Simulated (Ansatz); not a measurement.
Reflectivity of Ta (Im-3m) at normal incidence (Ansatz, LDA, independent particles, without spin-orbit coupling, line width 0.1 eV (Gaussian), carrier damping 0.05 eV):

```csv
E (eV),R (%)
1.00,95.8
1.25,90.4
1.50,82.3
1.75,66.2
2.00,43.3
2.25,40.9
2.50,44.0
2.75,47.1
3.00,48.6
3.25,50.3
3.50,49.7
3.75,47.6
4.00,44.8
4.25,42.6
4.50,42.5
4.75,47.2
5.00,53.4
```

Q: What colour would a polished face show in daylight?

A: Faintly violet: CIE x = 0.308, y = 0.314, luminous reflectivity 42 % under D65, from the mean over the axes.

[Logs are printed without paths, hosts, clocks, repeated set-up lines and the standing remarks that a program may print on its own settings, such as how far it seeks lower states.]
